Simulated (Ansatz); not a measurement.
# A hypothetical structure for Zn3Br, part 2 of 2

Starting from a made-up structure for Zn3Br, the aim is the relaxed cell, its shortest contacts and, where a second run follows, its electronic structure.

Ansatz 0.2.0; DFT, r2SCAN, plane-wave PAW, files of the set soft_1, scalar-relativistic, no spin, cell and ions relaxed at zero pressure; PAW set soft_1 (the session's first sound run).

So far: The structure; Relaxing cell and atoms. The relaxed cell has a = 4.330 Å (conventional setting).

## (3) Bands of the relaxed cell

A second self-consistent run takes a narrower smearing and the mesh shown in its input; the bands follow along the standard path of the relaxed lattice.

This step: DFT, r2SCAN, plane-wave PAW, files of the set soft_1, scalar-relativistic, no spin, bands and density of states at the relaxed cell; PAW set soft_1 (Ansatz 0.2.0).

input.yaml

```yaml
crystal:
  lattice:
    - [4.3298274259, 0.0, 0.0]
    - [0.0, 4.3298274259, 0.0]
    - [0.0, 0.0, 4.3298274259]
  atoms:
    - { symbol: Br, position: [0.0, 0.0, 0.0] }
    - { symbol: Zn, position: [0.5, 0.5, 0.0] }
    - { symbol: Zn, position: [0.5, 0.0, 0.5] }
    - { symbol: Zn, position: [0.0, 0.5, 0.5] }
kpoints:
  mp_grid: { grid: [8, 8, 8] }
  band_path:
    path:
      - [[0.0, 0.0, 0.0], [0.0, 0.5, 0.0], [0.5, 0.5, 0.0], [0.0, 0.0, 0.0], [0.5, 0.5, 0.5], [0.0, 0.5, 0.0]]
      - [[0.5, 0.5, 0.0], [0.5, 0.5, 0.5]]
    npoints: 13
scf:
  occupations: { method: fermi_dirac, width: 0.03 }
  n_extra_bands: 8
hamiltonian:
  xc: r2scan
  pseudopotentials: { kind: paw, azcp: { folder: soft_1 } }
output:
  forces: true
  stress: true
  write_bands: true
  dos: { projected: true }
  write_density: true
  write_potential: true
  elf: true
  volumetric_format: npy
```

Run with:

```console
ansatz run input.yaml --threads 4 --pin off --max-ram 8192MiB --backend cpu --events-out ev --progress --plain --runs-dir out
```

Numbers of over 12 decimals in the logs are rounded to 6 here.

The log of the run:

```text
[...]
Crystal: 4 atoms, lattice volume = 81.173 Å³
Basis set: ecut = 500 eV, 2103 PW (Γ), exchange–correlation on 128×128×128 points (64 copies of the dense FFT grid, shifted against one another)
Bands: 30, of which v1, the nominal top of the filled ones, is band 22 counted from 1 (21 counted from 0)
Symmetry: 48 space group operations
[...]
k-points: 35 of 512
[...]
SCF iter   1: F=—  HF=-12769.554014 eV  |F-HF|=—  |Δ(HF+E_count)|=         —  Δρ=6.25e-2  dr2=3.90e0  dr2_τ=3.71e-2  ethr=3.10e-3  ⟨swp⟩=7.1  Hψ=5048  notcnv=0
[...]
SCF iter  10: F=-12768.490028 eV  HF=-12768.490028 eV  |F-HF|=2.62e-8  |Δ(HF+E_count)|=   1.20e-7  Δρ=4.74e-6  dr2=2.02e-8  dr2_τ=2.00e-10  ethr=2.33e-10  ⟨swp⟩=14.8  Hψ=8469  notcnv=0
SCF 1 converged in 10 iterations: F = -12768.490028 eV  dr2 = 2.02e-8
[...]
NSCF: frozen V_eff on 80 k-points
SCF converged after 10 iterations
Free energy (F): -12768.490028 eV
[...]
Internal energy: -12768.487189 eV  (E = F + TS)
E sigma→0 (E₀):  -12768.488608 eV
Entropy (-TS):   -0.002839 eV (-0.710 meV/atom)
Fermi energy:    7.735026 eV
[...]
--- Stress (GPa, compression-positive) ---
        0.142425       0.000000       0.000000
        0.000000       0.142425       0.000000
        0.000000       0.000000       0.142425
  P = ⅓ Tr σ = 0.1424 GPa (1.424 kbar)
--- Band table (eV; the first three rows and the last of 35) ---
  k-point 0: bands = [... 18 lower, 2.9224, 2.9224, 8.1870, 8.1870, 10.4546, 10.4546, 10.4546, 15.0559, ... 4 higher]
  k-point 1: bands = [... 18 lower, 3.0218, 3.2282, 8.0022, 8.2891, 10.3524, 10.3524, 10.6646, 14.0435, ... 4 higher]
  k-point 2: bands = [... 18 lower, 3.2643, 3.7096, 7.3852, 8.5948, 10.0282, 10.0282, 11.5851, 12.5778, ... 4 higher]
  k-point 34: bands = [... 18 lower, 2.0102, 5.5969, 5.5969, 5.5969, 5.7072, 12.2466, 12.2466, 12.2466, ... 4 higher]
```

Wall time 4.3 s (4 threads of AMD EPYC 7B13 (Zen 3), shared host); peak memory 0.62 GiB.

Numbers from this step:

| Property | Result |
| --- | --- |
| free energy | -12768.4900 eV |
| energy at zero smearing | -12768.4886 eV |
| smearing term TS | 0.002839 eV |
| Fermi energy | 7.735 eV |
| pressure | 0.1424 GPa |

bands.tsv at the labelled points (eV, zero at the Fermi level; the bands that come nearest the Fermi level along the path):

```
point  band 18  band 19  band 20  band 21  band 22  band 23  band 24  band 25
    Γ    -4.81    -4.81    -4.81     0.45     0.45     2.72     2.72     2.72
    X    -4.11    -4.11    -3.38    -1.42     1.70     1.70     1.74     2.95
    M    -5.99    -4.45    -3.70     0.24     0.24     0.59     3.74     3.74
    Γ    -4.81    -4.81    -4.81     0.45     0.45     2.72     2.72     2.72
    R    -5.72    -5.72    -2.14    -2.14    -2.14    -2.03     4.51     4.51
    X    -4.11    -4.11    -3.38    -1.42     1.70     1.70     1.74     2.95
    M    -5.99    -4.45    -3.70     0.24     0.24     0.59     3.74     3.74
    R    -5.72    -5.72    -2.14    -2.14    -2.14    -2.03     4.51     4.51
```

States per cell as run, both spins, in windows of 1 eV, from dos.tsv (zero at the Fermi level):

```csv
from,to,total
-8,-7,28.13
-7,-6,3.77
-6,-5,2.02
-5,-4,2.05
-4,-3,0.95
-3,-2,1.09
-2,-1,1.45
-1,0,1.54
0,1,1.21
1,2,1.22
2,3,1.89
3,4,1.66
4,5,2.69
5,6,1.34
```

A further 2.0 states lie below the table's range.

Valence density in the ac plane at fractional y = 0.000, with atoms of Br and Zn within 0.2 Å of it. It is the smooth field of the valence electrons, not physical close to the nuclei.

Ten steps, logarithmic in the rise over the least value, from '_' (0 e/Å³) to '@' (36 e/Å³), each cell a mean:
```
..::--::..________....::--::
----::....________....::----
::::....................::::
............................
..........::----::..........
______....--**##++::....____
______..::++%%@@##--....____
______....==##%%**--....____
______....::==++--::....____
..............::............
::::......................::
----::....________......::--
::----::..________....::--::
__::--::..________....::--..
```
Columns run along a (4.3 Å), rows up along c (4.3 Å). Atoms in or near the plane, at fractional coordinates: Br at (0.00, 0.00), Zn at (0.50, 0.50).

Electrostatic potential energy in the ac plane at fractional y = 0.000, with atoms of Br and Zn within 0.2 Å of it. With pseudopotentials it is smooth inside the atoms' cores, unlike the true potential.

Ten even steps from '_' (-62 eV) to '@' (11 eV), each cell a mean:
```
__..++%%@@@@@@@@@@@@@@##--__
::==##@@@@@@@@@@@@@@@@%%++--
####@@@@@@@@@@@@@@@@@@@@%%##
@@@@@@@@@@@@%%%%%%@@@@@@@@@@
@@@@@@@@@@##++==**%%@@@@@@@@
@@@@@@@@%%==....::**%%@@@@@@
@@@@@@@@##--____..==%%@@@@@@
@@@@@@@@##--..__..++%%@@@@@@
@@@@@@@@%%**----==##@@@@@@@@
@@@@@@@@@@%%####%%@@@@@@@@@@
%%%%@@@@@@@@@@@@@@@@@@@@@@%%
==++%%@@@@@@@@@@@@@@@@@@##++
__::++%%@@@@@@@@@@@@@@##==..
____==%%@@@@@@@@@@@@@@##::__
```
Columns run along a (4.3 Å; values clipped at the 3rd and 97th percentile), rows up along c (4.3 Å). Atoms in or near the plane, at fractional coordinates: Br at (0.00, 0.00), Zn at (0.50, 0.50).

ELF in the ac plane at fractional y = 0.000, with atoms of Br and Zn within 0.2 Å of it. It is the smooth field of the valence electrons, not physical close to the nuclei.

Ten even steps from '_' (0.00) to '@' (0.86), each cell a mean:
```
..++@@@@**..______--##@@%%--
##@@@@%%==..______::**@@@@%%
@@@@%%++::..........--**@@@@
%%##++::....::::......--**##
----....................::--
____....::..______......____
____..::::________..::..____
____....::________..::..____
::..........____............
**++--......::::::....::==**
@@@@##==......::....::++%%@@
@@@@@@##--..........++%%@@@@
--**@@@@++..______--##@@@@++
__--@@@@**::______--%%@@##..
```
Columns run along a (4.3 Å), rows up along c (4.3 Å). Atoms in or near the plane, at fractional coordinates: Br at (0.00, 0.00), Zn at (0.50, 0.50).

## (4) Summary of results

| Property | Result |
| --- | --- |
| space group, relaxed | Pm-3m |
| conventional cell | a = 4.330, b = 4.330, c = 4.330 Å; α = 90.0°, β = 90.0°, γ = 90.0° |
| volume per atom | 20.29 Å³ (guess 21.84) |

In words: Zn3Br relaxes to Pm-3m with a = 4.330, b = 4.330 and c = 4.330 Å. The guessed volume was 8 % too large. The space group Pm-3m was held in the relaxation, so the end point is a stationary structure within it and may be a saddle against distortions or other arrangements. Bands cross the Fermi level, so it is a metal or semimetal at this level. The electron count is odd, which forces that without spin polarisation or a larger cell. On the 8×8×8 mesh with the narrower smearing (relaxed on 6×6×6) the forces vanish, as symmetry may demand, and the largest stress component is 0.142 GPa, against the relaxation's thresholds of 0.015 eV/Å and 0.05 GPa. The cutoff wasn't tested. No dispersion term is used, so weakly bound directions may come out too long. Nothing here tests whether the compound is stable against decomposition.

[Logs are printed without paths, hosts, clocks, repeated set-up lines and the standing remarks that a program may print on its own settings, such as how far it seeks lower states.]

[Hosts, paths, dates, database ids (printed as entryN), source tags and the programs' standing remarks are cut or masked in the printed files.]
